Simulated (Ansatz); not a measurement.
# 1T-CrSTe bilayer (AA) in a perpendicular field, part 2 of 2

What dipole does a perpendicular field induce in the 1T-CrSTe bilayer (AA)? A positive field points along +c.

Ansatz 0.2.0; plane-wave DFT, PBE-D3(BJ), Ansatz PAW.

So far. Step 7 (Atoms held, field -0.2 V/Å): The dipole is -0.180 e·Å, -0.131 e·Å from its value without field. Step 8 (Single point, field 0.35 V/Å): The dipole is 0.180 e·Å, 0.229 e·Å from its value without field.

In doubt: warnings of the run leave room for a lower electronic state, so energies may not be the lowest and differences between runs may mislead.

## (9) Response, atoms held

This step: plane-wave DFT, PBE-D3(BJ), Ansatz PAW; response to a field along the normal, atoms held (Ansatz 0.2.0).

The dipoles give the slope, and the difference of two potentials shows where the field is screened.

Numbers from this step:

* equivalent conductor thickness p/(ε₀AE): 11.49 Å
* distance between the outer atoms: 9.132 Å

Table of dipole of the cell by applied field:

```
applied field (V/Å)  dipole of the cell (e·Å)
             -0.200                    -0.180
             -0.100                    -0.114
              0.000                   -0.0489
              0.100                    0.0165
              0.200                    0.0820
              0.350                     0.180
```

The total moment by applied field:

```
applied field (V/Å)  total moment (μB)
             -0.200             0.0480
             -0.100             0.0565
              0.000             0.0650
              0.100             0.0733
              0.200             0.0816
              0.350             0.0938
```

Local field over the applied field, running mean. From the potentials at -0.1 and 0.1 V/Å; running mean over 2.5 Å. The local field over applied field by z:

```
z (Å)  local field over applied field
  4.5                           0.997
  5.0                           0.991
  5.5                           0.976
  6.0                           0.937
  6.5                           0.856
  7.0                           0.717
  7.5                           0.548
  8.0                           0.372
  8.5                           0.207
  9.0                          0.0835
  9.5                          0.0271
 10.0                         0.00746
 10.5                         0.00195
 11.0                         0.00631
 11.5                          0.0141
 12.0                          0.0122
 12.5                         0.00827
 13.0                         0.00568
 13.5                         0.00487
 14.0                         0.00407
 14.5                         0.00401
 15.0                         0.00558
 15.5                         0.00944
 16.0                          0.0114
 16.5                          0.0118
 17.0                          0.0240
 17.5                          0.0517
 18.0                           0.130
 18.5                           0.270
 19.0                           0.447
 19.5                           0.625
 20.0                           0.792
 20.5                           0.910
 21.0                           0.966
 21.5                           0.989
 22.0                           0.996
 22.5                           0.999
 23.0                           1.000
```

Electrons, planar mean, per unit field. The induced electron density by z:

```
z (Å)  induced electron density (e/Å³ per V/Å)
  4.5                                   1.3e-5
  5.0                                   4.0e-5
  5.5                                   1.1e-4
  6.0                                   3.1e-4
  6.5                                   7.8e-4
  7.0                                  0.00179
  7.5                                  0.00316
  8.0                                  0.00297
  8.5                                   9.6e-4
  9.0                                   8.1e-4
  9.5                                   6.0e-4
 10.0                                  -4.1e-4
 10.5                                  -5.4e-4
 11.0                                   2.2e-4
 11.5                                   1.7e-4
 12.0                                   9.9e-7
 12.5                                  -3.6e-5
 13.0                                   5.5e-6
 13.5                                   3.7e-5
 14.0                                   5.7e-5
 14.5                                  -1.8e-5
 15.0                                  -5.1e-5
 15.5                                  -4.2e-5
 16.0                                  -1.1e-4
 16.5                                   1.2e-4
 17.0                                  -8.7e-5
 17.5                                  -2.8e-4
 18.0                                  -7.3e-4
 18.5                                 -0.00155
 19.0                                 -0.00384
 19.5                                 -0.00274
 20.0                                 -0.00120
 20.5                                  -4.4e-4
 21.0                                  -1.5e-4
 21.5                                  -4.8e-5
 22.0                                  -1.5e-5
 22.5                                  -4.4e-6
 23.0                                  -1.3e-6
```

By hand: between -0.1 and 0.1 V/Å the dipole changes by 0.1309 e·Å, a slope of 0.6543 e·Å²/V. A perfect conductor of thickness t has p = ε₀AEt, so t = 180.95 × 0.6543 / 10.302 = 11.49 Å (e/ε₀ = 180.95 V·Å, A in Å²).

The induced dipole is that of a conductor 11.49 Å thick.

## (10) Varying the input: efield.amplitude = -0.3

This step: plane-wave DFT, PBE-D3(BJ), Ansatz PAW (Ansatz 0.2.0).

A run with a changed input: it repeats the earlier run at 0.1 V/Å with efield.amplitude from 0.1 to -0.3.

The input, input.yaml:

```yaml
crystal:
  lattice:
    - [3.4490874277, 0.0, 0.0]
    - [-1.7245437138, 2.9869973322, 0.0]
    - [0.0, 0.0, 27.1323440153]
  atoms:
    - { symbol: Te, position: [0.6666666667, 0.3333333333, 0.3317074262], spin: -0.11 }
    - { symbol: Cr, position: [0.0, 0.0, 0.4022721034], spin: 2.31 }
    - { symbol: S, position: [0.3333333333, 0.6666666667, 0.4444687007], spin: -0.08 }
    - { symbol: Te, position: [0.6666666667, 0.3333333333, 0.5557781341], spin: 0.12 }
    - { symbol: Cr, position: [0.0, 0.0, 0.6260361997], spin: -2.29 }
    - { symbol: S, position: [0.3333333333, 0.6666666667, 0.6682925738], spin: 0.08 }
magnetization:
  spin_polarized: true
kpoints:
  mp_grid: { grid: [18, 18, 1] }
  band_path:
    path: [[0, 0, 0], [0.5, 0, 0], [0.33333333, 0.33333333, 0], [0, 0, 0]]
    npoints: 16
hamiltonian:
  xc: pbe
  dispersion: d3bj
scf:
  occupations: { method: fermi_dirac, width: 0.05 }
  convergence: { dr2_threshold: 1.0e-10 }
efield:
  axis: 3
  dipole_correction: true
  ramp_position: 0.97
  ramp_width: 0.06
  amplitude: -0.3
output:
  write_potential: true
  write_density: true
  volumetric_format: npy
```

The run is started by

```sh
ansatz run input.yaml --threads 4 --pin off --max-ram 6144MiB --backend cpu --events-out ev --progress --plain --runs-dir out
```

Elapsed: 68 s, on 4 threads of Intel Xeon Platinum 8259CL at 2.50GHz (Skylake/Cascade Lake), shared host; peak memory 1.4 GiB.

This step gave:

| Item | Value |
| --- | --- |
| energy at zero smearing | -22524.4102 eV |
| total moment | 0.03946 μB |
| site moments | -0.1075, 2.323, -0.07491, 0.1111, -2.301, 0.07124 μB |
| dipole along the normal | -0.2452 e·Å |

Deep bands are left out, so band numbers here count from the lowest band kept and differ from the log's. Electronic bands along the path, in eV, zero at the Fermi level; # counts the bands kept:

```
  point  up #11  up #13  up #14  up #15  down #11  down #13  down #14  down #15
      Γ    0.32    1.02    1.32    1.32      0.04      1.00      1.41      1.41
halfway   -1.45   -0.05    0.01    0.68     -1.34     -0.04      0.04      0.73
      M   -1.09   -0.60   -0.54   -0.42     -1.06     -0.55     -0.50     -0.41
halfway   -1.96   -0.94   -0.71   -0.27     -1.99     -0.91     -0.65     -0.21
      K   -2.11   -0.92   -0.65   -0.49     -2.23     -0.87     -0.61     -0.35
halfway   -1.31   -0.76   -0.45    0.52     -1.33     -0.76     -0.32      0.54
      Γ    0.32    1.02    1.32    1.32      0.04      1.00      1.41      1.41
```

```
                     quantity  this run  earlier run  difference
dipole along the normal (e·Å)   -0.2452      0.01653       -0.26
            total moment (μB)   0.03946      0.07331      -0.034
```

The applied field differs, and the slope found earlier predicts a dipole of -0.245 e·Å; this run gives -0.245 e·Å, in line with it.

Besides the dipole, what moves beyond 0.01 in its unit (for the dipole 0.5 % and 5e-5 e·Å): total moment (-0.0339 μB).

## (11) Varying the input

Another changed input: it repeats the earlier run at 0.1 V/Å with efield.dipole_correction from true to false.

Edit input.yaml of step 10 so:

```diff
@@ -27,6 +27,6 @@
   axis: 3
-  dipole_correction: true
+  dipole_correction: false
   ramp_position: 0.97
   ramp_width: 0.06
-  amplitude: -0.3
+  amplitude: 0.1
 output:
```

Run time: 65 s. Hardware: 4 threads; peak memory 1.4 GiB.

```
                     quantity  this run  earlier run  difference
dipole along the normal (e·Å)   0.02870      0.01653       0.012
            total moment (μB)   0.07486      0.07331      0.0015
```

With the dipole correction off, the periodic images add a field of their own to the typed one.

What moves beyond 0.01 in its unit (for the dipole 0.5 % and 5e-5 e·Å): dipole along the normal (+0.0122 e·Å).

These numbers are not those of the isolated slab.

## (12) Outcome

* gap without field: none
* work function, upper face: 5.58 eV
* step between the vacuum levels: 0.859 eV
* equivalent conductor thickness, atoms held: 11.5 Å

The induced dipole equals that of a perfect conductor 11.49 Å thick, while the outer atoms lie 9.13 Å apart. The two faces differ: the vacuum level above lies 0.86 eV higher than the one below. There is no gap over 0.03 eV, with or without the field. The program found another magnetic order that lies lower in at least one run, so the order shown is not the ground state. Spin-orbit coupling is left out, which matters for the bands of elements this heavy. The program flags that a lower electronic or magnetic state may exist in some of these runs, so differences between them are in doubt.

[Logs are printed without paths, hosts, clocks, repeated set-up lines and the standing remarks that a program may print on its own settings, such as how far it seeks lower states.]

[Hosts, paths, dates, database ids (printed as entryN), source tags and the programs' standing remarks are cut or masked in the printed files.]

[Maps of the electrostatic potential energy from Ansatz leave out the sawtooth potential of an applied field or a dipole correction, so their vacuum need not be flat; planar profiles and work functions include it.]
